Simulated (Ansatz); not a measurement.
# H3Pt: relaxing a made-up structure

Starting from a made-up structure for H3Pt, the aim is the relaxed cell, its shortest contacts and, where a second run follows, its electronic structure.

Method: DFT, PBEsol, plane-wave PAW, files of the set soft_1, scalar-relativistic, no spin, cell and ions relaxed at zero pressure; PAW set soft_1, in the first sound run; inputs show where later runs differ, in Ansatz 0.2.0.

## (1) Set-up

It takes space group Pm-3m (No. 221, cubic). Conventional cell: a = 2.686 Å, b = 2.686 Å, c = 2.686 Å, α = 90.00°, β = 90.00°, γ = 90.00°. Pt has 12 H at 1.90 Å nearest. Nearest to H lie 8 H at 1.90 Å and 4 Pt at 1.90 Å. Farther neighbours are not listed.

Structure file:

```cif
data_structure
_symmetry_space_group_name_H-M 'P 1'
_symmetry_Int_Tables_number 1
_cell_length_a 2.6860
_cell_length_b 2.6860
_cell_length_c 2.6860
_cell_angle_alpha 90.000
_cell_angle_beta 90.000
_cell_angle_gamma 90.000
_cell_volume 19.38
loop_
_atom_site_label
_atom_site_type_symbol
_atom_site_fract_x
_atom_site_fract_y
_atom_site_fract_z
_atom_site_occupancy
Pt1 Pt 0.00000 0.00000 0.00000 1
H2 H 0.50000 0.50000 0.00000 1
H3 H 0.50000 0.00000 0.50000 1
H4 H 0.00000 0.50000 0.50000 1
```

## (2) Relaxing cell and atoms

The guessed cell has no reason to be at equilibrium. It is relaxed with the atoms, within the space group of the guess.

File input.yaml:

```yaml
crystal:
  lattice:
    - [2.686, 0.0, 0.0]
    - [0.0, 2.686, 0.0]
    - [0.0, 0.0, 2.686]
  atoms:
    - { symbol: Pt, position: [0.0, 0.0, 0.0] }
    - { symbol: H, position: [0.5, 0.5, 0.0] }
    - { symbol: H, position: [0.5, 0.0, 0.5] }
    - { symbol: H, position: [0.0, 0.5, 0.5] }
kpoints:
  mp_grid: { grid: [10, 10, 10] }
scf:
  occupations: { method: fermi_dirac, width: 0.05 }
hamiltonian:
  xc: pbesol
  pseudopotentials: { kind: paw, azcp: { folder: soft_1 }, xc_functional: pbe }
relax:
  f_tol: 0.015
  max_steps: 70
  cell: {}
output:
  forces: true
  stress: true
```

Run with:

```
> ansatz run input.yaml --threads 4 --pin off --max-ram 8192MiB --backend cpu --events-out ev --progress --plain --runs-dir out
```

Numbers of over 12 decimals in the logs are rounded to 6 here.

What it wrote:

```text
Engine: ansatz 0.2.0, aarch64-unknown-linux-gnu
Pseudopotentials: kind: paw
Pseudopotential: Pt, paw, valence charge 18, recommended cutoff 420 eV (normal), soft_1/Pt.paw.azcp
Pseudopotential: H, paw, valence charge 1, recommended cutoff 420 eV (normal), soft_1/H.paw.azcp
Functional definition: PBEsol
  exchange = pbesol_x
  correlation = pbesol_c
Crystal: 4 atoms, lattice volume = 19.378 Å³
Basis set: ecut = 420 eV, 389 PW (Γ), exchange–correlation on 36×36×36 points (8 copies of the dense FFT grid, shifted against one another)
Bands: 15, of which v1, the nominal top of the filled ones, is band 11 counted from 1 (10 counted from 0)
Symmetry: 48 space group operations
Space group: Pm-3m (ITA 221), of the structure as read, at distance tolerance 2.7e-5 Å
k-points: 56 of 1000
Non-local potential: Pt, projectors of the file, l = 0: 3, l = 1: 2, l = 2: 2, l = 3: 1
Non-local potential: H, projectors of the file, l = 0: 2, l = 1: 1
PAW form: soft (Blöchl's): semilocal exchange-correlation on the pseudo side does not see the compensation charge
PAW frozen core: Pt, regenerated for the run's functional, and the local potential with it (the file was generated under x = pbe(κ = 0.804, μ = 0.219515), c = pbe(β = 0.066725))
PAW one-centre angular grid: Pt, 590 points (default); XC on 64 Gauss nodes
PAW one-centre angular grid: H, 110 points (default); XC on 64 Gauss nodes
Initial density: superposition of atomic densities (chi_scale 0.1, normalization cell, long waves kept (reshape's long-wave potential 0.00 eV rms))
Initial wavefunctions: pseudopotential atomic-orbital guess
Functional: x = pbesol(κ = 0.804, μ = 0.123457), c = pbesol(β = 0.046)
SCF iter   1: F=—  HF=-12429.907336 eV  |F-HF|=—  |Δ(HF+E_count)|=         —  Δρ=1.05e-1  dr2=2.19e0  ethr=3.10e-3  ⟨swp⟩=5.2  Hψ=4067  notcnv=0
preconditioner: auto → none  [metal: Δε(μ)=0.032 eV  Ē_g=13.790 eV  σ=0.050 eV  W_gap=0.16  n_scr=6 (ndim 8)  ℏωp=30.4 eV  f_vac=0.000  D(μ)=1.61/eV (n_scr^D=18)  sad-step TF]
SCF iter   2: F=—  HF=-12429.581284 eV  |F-HF|=—  |Δ(HF+E_count)|=   3.26e-1  Δρ=6.70e-2  dr2=8.98e-1  ethr=3.10e-3  ⟨swp⟩=2.0  Hψ=1509  notcnv=0  defer=10
SCF iter   3: F=—  HF=-12429.342573 eV  |F-HF|=—  |Δ(HF+E_count)|=   2.39e-1  Δρ=1.07e-2  dr2=2.32e-2  ethr=3.10e-3  ⟨swp⟩=2.1  Hψ=1312  notcnv=0  defer=11
SCF iter   4: F=—  HF=-12429.336851 eV  |F-HF|=—  |Δ(HF+E_count)|=   5.72e-3  Δρ=1.40e-3  dr2=2.79e-4  ethr=1.11e-4  ⟨swp⟩=2.1  Hψ=1506  notcnv=0  defer=13
SCF iter   5: F=—  HF=-12429.336819 eV  |F-HF|=—  |Δ(HF+E_count)|=   3.24e-5  Δρ=1.34e-4  dr2=2.57e-6  ethr=1.33e-6  ⟨swp⟩=2.2  Hψ=1099  notcnv=0  defer=13
SCF iter   6: F=—  HF=-12429.336785 eV  |F-HF|=—  |Δ(HF+E_count)|=   3.36e-5  Δρ=1.06e-5  dr2=2.07e-8  ethr=4.76e-10  ⟨swp⟩=4.8  Hψ=2878  notcnv=0
SCF iter   7: F=-12429.336785 eV  HF=-12429.336785 eV  |F-HF|=1.46e-11  |Δ(HF+E_count)|=   5.13e-9  Δρ=3.82e-7  dr2=2.24e-11  ethr=9.88e-11  ⟨swp⟩=2.0  Hψ=2588  notcnv=0
SCF 1 converged in 7 iterations: F = -12429.336785 eV  dr2 = 2.24e-11
  greatest PAW one-centre occupation: 1.000 electrons in one spin orbital (limit 2), on the Pt atom at site 0 (counted from 0), in its partial waves of l = 0
relax step   1: F+E_penalty+E_count = -12429.33678522 eV  Δ(F+E_penalty+E_count) = +0.000e0 eV  max|allowed force component| = 3.102e-30 eV/Å  Δτ_max = 0.0000 Å  P = +94.944 GPa  Ω = 19.378 Å³  (7 SCF iters, dr2 threshold 1.00e-7 eV, accepted)
Crystal: 4 atoms, lattice volume = 22.353 Å³
Basis set: ecut = 420 eV, 461 PW (Γ), exchange–correlation on 36×36×36 points (8 copies of the dense FFT grid, shifted against one another)
Initial density: handed on by an earlier stage of this run
Initial wavefunctions: those handed on with the density
iter 1 solved again at ethr=3.57e-4 eV; its pass at ethr=3.10e-3 eV (dr2=7.50e-2 eV) is discarded
SCF iter   1: F=—  HF=-12430.464316 eV  |F-HF|=—  |Δ(HF+E_count)|=         —  Δρ=2.07e-2  dr2=7.55e-2  ethr=3.57e-4  ⟨swp⟩=1.0  Hψ=5415  notcnv=0
preconditioner: auto → none  [metal: Δε(μ)=0.055 eV  Ē_g=12.702 eV  σ=0.050 eV  W_gap=0.26  n_scr=6 (ndim 8)  ℏωp=28.3 eV  f_vac=0.001  D(μ)=0.94/eV (n_scr^D=6)]
SCF iter   2: F=—  HF=-12430.450369 eV  |F-HF|=—  |Δ(HF+E_count)|=   1.39e-2  Δρ=1.03e-2  dr2=1.68e-2  ethr=3.57e-4  ⟨swp⟩=2.0  Hψ=1066  notcnv=0
SCF iter   3: F=—  HF=-12430.446595 eV  |F-HF|=—  |Δ(HF+E_count)|=   3.77e-3  Δρ=5.88e-4  dr2=6.30e-5  ethr=8.01e-5  ⟨swp⟩=2.0  Hψ=1097  notcnv=0
SCF iter   4: F=—  HF=-12430.446559 eV  |F-HF|=—  |Δ(HF+E_count)|=   3.62e-5  Δρ=1.29e-4  dr2=1.81e-6  ethr=3.00e-7  ⟨swp⟩=2.2  Hψ=1250  notcnv=0
iter 5 did not close the SCF: its close was put off for the readings that it lacked (scf_convergence_deferred on its scf_iter line)
SCF iter   5: F=-12430.446559 eV  HF=-12430.446559 eV  |F-HF|=7.32e-9  |Δ(HF+E_count)|=   1.25e-7  Δρ=2.08e-5  dr2=2.63e-8  ethr=8.61e-9  ⟨swp⟩=2.6  Hψ=1332  notcnv=0
SCF iter   6: F=-12430.446559 eV  HF=-12430.446559 eV  |F-HF|=1.44e-10  |Δ(HF+E_count)|=   1.24e-8  Δρ=1.72e-6  dr2=1.62e-10  ethr=1.25e-10  ⟨swp⟩=1.0  Hψ=2499  notcnv=0
SCF 2 converged in 6 iterations: F = -12430.446559 eV  dr2 = 1.62e-10
relax step   2: F+E_penalty+E_count = -12430.44655932 eV  Δ(F+E_penalty+E_count) = -1.110e0 eV  max|allowed force component| = 1.515e-31 eV/Å  Δτ_max = 0.0000 Å  P = +31.871 GPa  Ω = 22.353 Å³  energy of the carried Pulay correction = -5.267e-3 eV  (6 SCF iters, dr2 threshold 4.00e-7 eV, accepted)
Crystal: 4 atoms, lattice volume = 24.227 Å³
iter 1 solved again at ethr=9.63e-5 eV; its pass at ethr=3.10e-3 eV (dr2=2.02e-2 eV) is discarded
SCF iter   1: F=—  HF=-12430.675527 eV  |F-HF|=—  |Δ(HF+E_count)|=         —  Δρ=9.75e-3  dr2=2.04e-2  ethr=9.63e-5  ⟨swp⟩=1.0  Hψ=5309  notcnv=0
preconditioner: auto → none  [metal: Δε(μ)=0.074 eV  Ē_g=11.884 eV  σ=0.050 eV  W_gap=0.33  n_scr=6 (ndim 8)  ℏωp=27.2 eV  f_vac=0.000  D(μ)=0.83/eV (n_scr^D=6)]
SCF iter   2: F=—  HF=-12430.671692 eV  |F-HF|=—  |Δ(HF+E_count)|=   3.84e-3  Δρ=4.80e-3  dr2=4.34e-3  ethr=9.63e-5  ⟨swp⟩=1.2  Hψ=851  notcnv=0
SCF iter   3: F=—  HF=-12430.670685 eV  |F-HF|=—  |Δ(HF+E_count)|=   1.01e-3  Δρ=4.08e-4  dr2=3.84e-5  ethr=2.07e-5  ⟨swp⟩=1.2  Hψ=849  notcnv=0
SCF iter   4: F=—  HF=-12430.670724 eV  |F-HF|=—  |Δ(HF+E_count)|=   3.96e-5  Δρ=6.97e-5  dr2=4.36e-7  ethr=1.83e-7  ⟨swp⟩=2.1  Hψ=1128  notcnv=0
iter 5 did not close the SCF: its close was put off for the readings that it lacked (scf_convergence_deferred on its scf_iter line)
SCF iter   5: F=-12430.670724 eV  HF=-12430.670724 eV  |F-HF|=2.08e-9  |Δ(HF+E_count)|=   1.68e-7  Δρ=9.08e-6  dr2=5.34e-9  ethr=2.08e-9  ⟨swp⟩=2.5  Hψ=1259  notcnv=0
SCF iter   6: F=-12430.670724 eV  HF=-12430.670724 eV  |F-HF|=1.64e-11  |Δ(HF+E_count)|=   3.00e-9  Δρ=5.71e-7  dr2=1.74e-11  ethr=2.54e-11  ⟨swp⟩=1.0  Hψ=2537  notcnv=0
SCF 3 converged in 6 iterations: F = -12430.670724 eV  dr2 = 1.74e-11
relax step   3: F+E_penalty+E_count = -12430.67072433 eV  Δ(F+E_penalty+E_count) = -2.242e-1 eV  max|allowed force component| = 1.700e-31 eV/Å  Δτ_max = 0.0000 Å  P = +8.427 GPa  Ω = 24.227 Å³  energy of the carried Pulay correction = -8.220e-3 eV  (6 SCF iters, dr2 threshold 4.00e-7 eV, accepted)
Crystal: 4 atoms, lattice volume = 25.175 Å³
iter 1 solved again at ethr=1.68e-5 eV; its pass at ethr=3.10e-3 eV (dr2=3.53e-3 eV) is discarded
SCF iter   1: F=—  HF=-12430.692984 eV  |F-HF|=—  |Δ(HF+E_count)|=         —  Δρ=4.28e-3  dr2=4.31e-3  ethr=1.68e-5  ⟨swp⟩=1.0  Hψ=5176  notcnv=0
preconditioner: auto → none  [metal: Δε(μ)=0.049 eV  Ē_g=11.520 eV  σ=0.050 eV  W_gap=0.23  n_scr=6 (ndim 8)  ℏωp=26.7 eV  f_vac=0.000  D(μ)=0.82/eV (n_scr^D=6)]
SCF iter   2: F=—  HF=-12430.692162 eV  |F-HF|=—  |Δ(HF+E_count)|=   8.22e-4  Δρ=2.09e-3  dr2=8.90e-4  ethr=1.68e-5  ⟨swp⟩=1.0  Hψ=842  notcnv=0
SCF iter   3: F=—  HF=-12430.691954 eV  |F-HF|=—  |Δ(HF+E_count)|=   2.08e-4  Δρ=1.87e-4  dr2=8.42e-6  ethr=4.24e-6  ⟨swp⟩=1.1  Hψ=847  notcnv=0
SCF iter   4: F=—  HF=-12430.692073 eV  |F-HF|=—  |Δ(HF+E_count)|=   1.19e-4  Δρ=3.32e-5  dr2=1.15e-7  ethr=1.90e-9  ⟨swp⟩=3.0  Hψ=3180  notcnv=0
iter 5 did not close the SCF: its close was put off for the readings that it lacked (scf_convergence_deferred on its scf_iter line)
SCF iter   5: F=-12430.692073 eV  HF=-12430.692073 eV  |F-HF|=2.02e-10  |Δ(HF+E_count)|=   2.96e-8  Δρ=3.61e-6  dr2=1.32e-9  ethr=5.46e-10  ⟨swp⟩=2.5  Hψ=1187  notcnv=0
SCF iter   6: F=-12430.692073 eV  HF=-12430.692073 eV  |F-HF|=1.82e-12  |Δ(HF+E_count)|=  2.98e-10  Δρ=3.61e-7  dr2=9.29e-12  ethr=6.28e-12  ⟨swp⟩=1.0  Hψ=2516  notcnv=0
SCF 4 converged in 6 iterations: F = -12430.692073 eV  dr2 = 9.29e-12
relax step   4: F+E_penalty+E_count = -12430.69207319 eV  Δ(F+E_penalty+E_count) = -2.135e-2 eV  max|allowed force component| = 2.784e-31 eV/Å  Δτ_max = 0.0000 Å  P = -0.454 GPa  Ω = 25.175 Å³  energy of the carried Pulay correction = -9.619e-3 eV  (6 SCF iters, dr2 threshold 4.00e-7 eV, accepted)
Crystal: 4 atoms, lattice volume = 25.122 Å³
iter 1 solved again at ethr=4.99e-8 eV; its pass at ethr=3.10e-3 eV (dr2=1.05e-5 eV) is discarded
SCF iter   1: F=—  HF=-12430.692107 eV  |F-HF|=—  |Δ(HF+E_count)|=         —  Δρ=2.29e-4  dr2=1.25e-5  ethr=4.99e-8  ⟨swp⟩=2.0  Hψ=4973  notcnv=0
preconditioner: auto → none  [metal: Δε(μ)=0.066 eV  Ē_g=11.505 eV  σ=0.050 eV  W_gap=0.30  n_scr=6 (ndim 8)  ℏωp=26.7 eV  f_vac=0.000  D(μ)=0.85/eV (n_scr^D=6)]
SCF iter   2: F=—  HF=-12430.692225 eV  |F-HF|=—  |Δ(HF+E_count)|=   1.18e-4  Δρ=1.11e-4  dr2=2.47e-6  ethr=4.99e-8  ⟨swp⟩=1.0  Hψ=842  notcnv=0
iter 3 did not close the SCF: its close was put off for the readings that it lacked (scf_convergence_deferred on its scf_iter line)
SCF iter   3: F=-12430.692224 eV  HF=-12430.692224 eV  |F-HF|=4.26e-8  |Δ(HF+E_count)|=   6.03e-7  Δρ=1.41e-5  dr2=5.16e-8  ethr=1.18e-8  ⟨swp⟩=1.1  Hψ=847  notcnv=0
iter 4 did not close the SCF: its close was put off for the readings that it lacked (scf_convergence_deferred on its scf_iter line)
SCF iter   4: F=-12430.692224 eV  HF=-12430.692224 eV  |F-HF|=1.46e-10  |Δ(HF+E_count)|=   1.60e-8  Δρ=2.18e-6  dr2=4.10e-10  ethr=2.46e-10  ⟨swp⟩=2.6  Hψ=1288  notcnv=0
iter 5 did not close the SCF: its close was put off for the readings that it lacked (scf_convergence_deferred on its scf_iter line)
SCF iter   5: F=-12430.692224 eV  HF=-12430.692224 eV  |F-HF|=7.28e-12  |Δ(HF+E_count)|=  3.64e-11  Δρ=2.75e-7  dr2=9.04e-12  ethr=1.95e-12  ⟨swp⟩=1.7  Hψ=1025  notcnv=0
SCF iter   6: F=-12430.692224 eV  HF=-12430.692224 eV  |F-HF|=3.64e-12  |Δ(HF+E_count)|=  3.64e-12  Δρ=1.72e-8  dr2=3.05e-14  ethr=1.00e-12  ⟨swp⟩=1.0  Hψ=1904  notcnv=0
SCF 5 converged in 6 iterations: F = -12430.692224 eV  dr2 = 3.05e-14
relax step   5: F+E_penalty+E_count = -12430.69222443 eV  Δ(F+E_penalty+E_count) = -1.512e-4 eV  max|allowed force component| = 1.348e-30 eV/Å  Δτ_max = 0.0000 Å  P = -0.003 GPa  Ω = 25.122 Å³  energy of the carried Pulay correction = -9.543e-3 eV  (6 SCF iters, dr2 threshold 4.00e-7 eV, accepted)
Basis set: ecut = 420 eV, 461 PW (Γ), exchange–correlation on 40×40×40 points (8 copies of the dense FFT grid, shifted against one another)
Initial wavefunctions: pseudopotential atomic-orbital guess (no wavefunctions were taken with the density)
iter 1 solved again at ethr=4.10e-7 eV; its pass at ethr=3.10e-3 eV (dr2=8.60e-5 eV) is discarded
SCF iter   1: F=—  HF=-12430.706796 eV  |F-HF|=—  |Δ(HF+E_count)|=         —  Δρ=3.17e-3  dr2=8.41e-5  ethr=4.10e-7  ⟨swp⟩=2.7  Hψ=5914  notcnv=0
preconditioner: auto → none  [metal: Δε(μ)=0.066 eV  Ē_g=11.504 eV  σ=0.050 eV  W_gap=0.30  n_scr=6 (ndim 8)  ℏωp=26.7 eV  f_vac=0.000  D(μ)=0.85/eV (n_scr^D=6)]
SCF iter   2: F=—  HF=-12430.708446 eV  |F-HF|=—  |Δ(HF+E_count)|=   1.65e-3  Δρ=1.59e-3  dr2=2.19e-5  ethr=4.00e-7  ⟨swp⟩=1.2  Hψ=852  notcnv=0
SCF iter   3: F=—  HF=-12430.708949 eV  |F-HF|=—  |Δ(HF+E_count)|=   5.03e-4  Δρ=5.54e-5  dr2=6.20e-7  ethr=1.05e-7  ⟨swp⟩=2.2  Hψ=980  notcnv=0
SCF iter   4: F=—  HF=-12430.708951 eV  |F-HF|=—  |Δ(HF+E_count)|=   2.04e-6  Δρ=6.37e-6  dr2=5.96e-9  ethr=2.95e-9  ⟨swp⟩=2.5  Hψ=1329  notcnv=0
SCF iter   5: F=—  HF=-12430.708951 eV  |F-HF|=—  |Δ(HF+E_count)|=  2.00e-10  Δρ=3.21e-6  dr2=9.77e-10  ethr=2.84e-11  ⟨swp⟩=1.3  Hψ=965  notcnv=0
SCF iter   6: F=-12430.708951 eV  HF=-12430.708951 eV  |F-HF|=2.73e-11  |Δ(HF+E_count)|=  7.62e-10  Δρ=3.76e-7  dr2=3.04e-11  ethr=1.00e-12  ⟨swp⟩=3.0  Hψ=3232  notcnv=0
SCF 6 converged in 6 iterations: F = -12430.708951 eV  dr2 = 3.04e-11
relax step   6: F+E_penalty+E_count = -12430.70895082 eV  Δ(F+E_penalty+E_count) = -1.673e-2 eV  max|allowed force component| = 6.368e-31 eV/Å  Δτ_max = 0.0000 Å  P = +0.632 GPa  Ω = 25.122 Å³  stress off target by 6.32e-1 GPa  SCF on the basis re-selected at this cell (its energy is not comparable with the rows above)  (6 SCF iters)
basis re-selected at this cell: Δ(F+E_penalty+E_count) = -1.673e-2 eV, ΔP = +0.635 GPa vs the last step (what re-selecting the basis moved, of the pressure what is left beyond the Pulay correction that the steps carried, after the strain that the cell walked since its last selection, with what the two solves' SCF thresholds leave and, on support functions, any second-order correction that the steps lacked; it is no measure of the basis error at this ecutwfc). The dense FFT grid was sized anew with the basis: this SCF ran on 20×20×20 points, the steps before it on 18×18×18, so part of this shift can come from that change (see relax.cell in the input reference). [rest of the remark cut]
Crystal: 4 atoms, lattice volume = 25.196 Å³
iter 1 solved again at ethr=9.58e-8 eV; its pass at ethr=3.10e-3 eV (dr2=2.01e-5 eV) is discarded
SCF iter   1: F=—  HF=-12430.709035 eV  |F-HF|=—  |Δ(HF+E_count)|=         —  Δρ=3.15e-4  dr2=2.47e-5  ethr=9.58e-8  ⟨swp⟩=2.0  Hψ=5045  notcnv=0
preconditioner: auto → none  [metal: Δε(μ)=0.065 eV  Ē_g=11.478 eV  σ=0.050 eV  W_gap=0.29  n_scr=6 (ndim 8)  ℏωp=26.7 eV  f_vac=0.000  D(μ)=0.85/eV (n_scr^D=6)]
SCF iter   2: F=—  HF=-12430.709008 eV  |F-HF|=—  |Δ(HF+E_count)|=   2.71e-5  Δρ=1.51e-4  dr2=4.65e-6  ethr=9.58e-8  ⟨swp⟩=1.0  Hψ=841  notcnv=0
iter 3 did not close the SCF: its close was put off for the readings that it lacked (scf_convergence_deferred on its scf_iter line)
SCF iter   3: F=-12430.709007 eV  HF=-12430.709007 eV  |F-HF|=1.10e-7  |Δ(HF+E_count)|=   1.09e-6  Δρ=2.22e-5  dr2=1.34e-7  ethr=2.21e-8  ⟨swp⟩=1.1  Hψ=846  notcnv=0
iter 4 did not close the SCF: its close was put off for the readings that it lacked (scf_convergence_deferred on its scf_iter line)
SCF iter   4: F=-12430.709007 eV  HF=-12430.709007 eV  |F-HF|=2.73e-10  |Δ(HF+E_count)|=   3.86e-8  Δρ=3.02e-6  dr2=7.96e-10  ethr=6.36e-10  ⟨swp⟩=2.5  Hψ=1268  notcnv=0
iter 5 did not close the SCF: its close was put off for the readings that it lacked (scf_convergence_deferred on its scf_iter line)
SCF iter   5: F=-12430.709007 eV  HF=-12430.709007 eV  |F-HF|=1.82e-12  |Δ(HF+E_count)|=  1.86e-10  Δρ=4.39e-7  dr2=2.27e-11  ethr=3.79e-12  ⟨swp⟩=2.1  Hψ=1135  notcnv=0
SCF iter   6: F=-12430.709007 eV  HF=-12430.709007 eV  |F-HF|=1.82e-12  |Δ(HF+E_count)|=  3.64e-12  Δρ=2.89e-8  dr2=1.37e-13  ethr=1.00e-12  ⟨swp⟩=1.0  Hψ=1904  notcnv=0
SCF 7 converged in 6 iterations: F = -12430.709007 eV  dr2 = 1.37e-13
relax step   7: F+E_penalty+E_count = -12430.70900657 eV  Δ(F+E_penalty+E_count) = -5.575e-5 eV  max|allowed force component| = 2.059e-31 eV/Å  Δτ_max = 0.0000 Å  P = +0.027 GPa  Ω = 25.196 Å³  energy of the carried Pulay correction = -9.541e-5 eV  (6 SCF iters, dr2 threshold 4.00e-7 eV, accepted)
iter 1 solved again at ethr=6.48e-9 eV; its pass at ethr=3.10e-3 eV (dr2=1.36e-6 eV) is discarded
SCF iter   1: F=—  HF=-12430.709070 eV  |F-HF|=—  |Δ(HF+E_count)|=         —  Δρ=4.74e-6  dr2=8.40e-10  ethr=6.48e-9  ⟨swp⟩=3.5  Hψ=6474  notcnv=0
preconditioner: auto → none  [metal: Δε(μ)=0.066 eV  Ē_g=11.477 eV  σ=0.050 eV  W_gap=0.29  n_scr=6 (ndim 8)  ℏωp=26.7 eV  f_vac=0.000  D(μ)=0.85/eV (n_scr^D=6)]
SCF iter   2: F=—  HF=-12430.709048 eV  |F-HF|=—  |Δ(HF+E_count)|=   2.24e-5  Δρ=2.28e-6  dr2=1.92e-10  ethr=4.00e-12  ⟨swp⟩=2.3  Hψ=1470  notcnv=0
iter 3 did not close the SCF: its close was put off for the readings that it lacked (scf_convergence_deferred on its scf_iter line)
SCF iter   3: F=-12430.709048 eV  HF=-12430.709048 eV  |F-HF|=1.09e-11  |Δ(HF+E_count)|=  2.91e-10  Δρ=2.49e-7  dr2=7.03e-12  ethr=1.00e-12  ⟨swp⟩=2.7  Hψ=1471  notcnv=0
iter 4 did not close the SCF: its close was put off for the readings that it lacked (scf_convergence_deferred on its scf_iter line)
SCF iter   4: F=-12430.709048 eV  HF=-12430.709048 eV  |F-HF|=3.64e-12  |Δ(HF+E_count)|=  7.28e-12  Δρ=7.72e-8  dr2=3.49e-13  ethr=1.00e-12  ⟨swp⟩=1.0  Hψ=840  notcnv=0
iter 5 did not close the SCF: its close was put off for the readings that it lacked (scf_convergence_deferred on its scf_iter line)
SCF iter   5: F=-12430.709048 eV  HF=-12430.709048 eV  |F-HF|=1.82e-12  |Δ(HF+E_count)|=  5.46e-12  Δρ=2.48e-8  dr2=3.87e-14  ethr=1.00e-12  ⟨swp⟩=1.0  Hψ=840  notcnv=0
iter 6 did not close the SCF: its close was put off for the readings that it lacked (scf_convergence_deferred on its scf_iter line)
SCF iter   6: F=-12430.709048 eV  HF=-12430.709048 eV  |F-HF|=7.28e-12  |Δ(HF+E_count)|=  5.46e-12  Δρ=5.24e-9  dr2=2.22e-15  ethr=1.00e-12  ⟨swp⟩=1.0  Hψ=840  notcnv=0
SCF iter   7: F=-12430.709048 eV  HF=-12430.709048 eV  |F-HF|=5.46e-12  |Δ(HF+E_count)|=  5.46e-12  Δρ=1.79e-9  dr2=3.76e-16  ethr=1.00e-12  ⟨swp⟩=1.0  Hψ=1904  notcnv=0
SCF 8 converged in 7 iterations: F = -12430.709048 eV  dr2 = 3.76e-16
relax step   8: F+E_penalty+E_count = -12430.70904776 eV  Δ(F+E_penalty+E_count) = -4.119e-5 eV  max|allowed force component| = 1.027e-31 eV/Å  Δτ_max = 0.0000 Å  P = +0.025 GPa  Ω = 25.196 Å³  stress off target by 2.55e-2 GPa  SCF on the basis re-selected at this cell (its energy is not comparable with the rows above)  (7 SCF iters)
basis re-selected at this cell: Δ(F+E_penalty+E_count) = -4.119e-5 eV, ΔP = -0.002 GPa vs the last step (what re-selecting the basis moved, of the pressure what is left beyond the Pulay correction that the steps carried, after the strain that the cell walked since its last selection, with what the two solves' SCF thresholds leave and, on support functions, any second-order correction that the steps lacked; it is no m [...]
SCF converged after 7 iterations
Free energy (F): -12430.709048 eV
Harris-Foulkes:  -12430.709048 eV  (|F-HF|=5.46e-12)
Internal energy: -12430.701846 eV  (E = F + TS)
E sigma→0 (E₀):  -12430.705447 eV
Entropy (-TS):   -0.007202 eV (-1.800 meV/atom)
Fermi energy:    16.009603 eV
--- Per-component energies (eV) ---
  E_band       = -254.185909
  E_kinetic    = 634.348483
  E_local      = -1985.745116  (includes V_loc(G=0)·N_el)
  E_nonlocal   = 209.129700
  E_hartree    = 757.269234
  E_xc         = -257.005182
  E_vxc        = -304.842460  (∫ρ·V_xc dr)
  E_paw        = -9347.303643  (= ΣΔE_a)
  E_vpaw       = -321.613426  (= ΣTr[D̂ρ^β])
  E_aug_tail   = -0.001557  (compensation charges beyond the density's cutoff)
  E_ewald      = -2441.680796
  E_core_change = 0.287031  (= ΣΔE_core)
  E_smearing   = -0.007202  (= −TS)
  E_closure    = 0.000000  (closes the sum)
  Σ components = -12430.709048   (vs F -12430.709048, Δ=0.00e0)
--- Forces (eV/Å), atoms counted from 1 ---
  atom   1  Pt    -0.00000000    -0.00000000    -0.00000000
  atom   2  H     -0.00000000    -0.00000000    -0.00000000
  atom   3  H      0.00000000    -0.00000000     0.00000000
  atom   4  H      0.00000000     0.00000000     0.00000000
  max |Σ_I F_I| component: 1.75e-31 eV/Å
--- Stress (GPa, compression-positive) ---
        0.025471      -0.000000      -0.000000
        0.000000       0.025471      -0.000000
       -0.000000      -0.000000       0.025471
  P = ⅓ Tr σ = 0.0255 GPa (0.255 kbar)
--- Relaxed structure (6 steps of the walk, 6 accepted, 2 SCFs on fresh bases) ---
  F+E_penalty+E_count = -12430.70904776 eV   max|allowed force component| = 1.027e-31 eV/Å   (the final SCF, on the basis selected at the relaxed cell)
  cell:  # Å, volume = 25.1956 Å³
    - [2.931624, 0, 0]
    - [0, 2.931624, 0]
    - [0, 0, 2.931624]
  atoms:
    - { symbol: Pt, position: [0, 0, 0] }
    - { symbol: H, position: [0.5, 0.5, 0] }
    - { symbol: H, position: [0.5, 0, 0.5] }
    - { symbol: H, position: [0, 0.5, 0.5] }
```

Run time: 3 s. Hardware: 4 threads of Arm Neoverse V1, shared host; peak memory 0.31 GiB.

(Part 1 of 2 ends here.)

[Logs are printed without paths, hosts, clocks, repeated set-up lines and the standing remarks that a program may print on its own settings, such as how far it seeks lower states.]

[Hosts, paths, dates, database ids (printed as entryN), source tags and the programs' standing remarks are cut or masked in the printed files.]
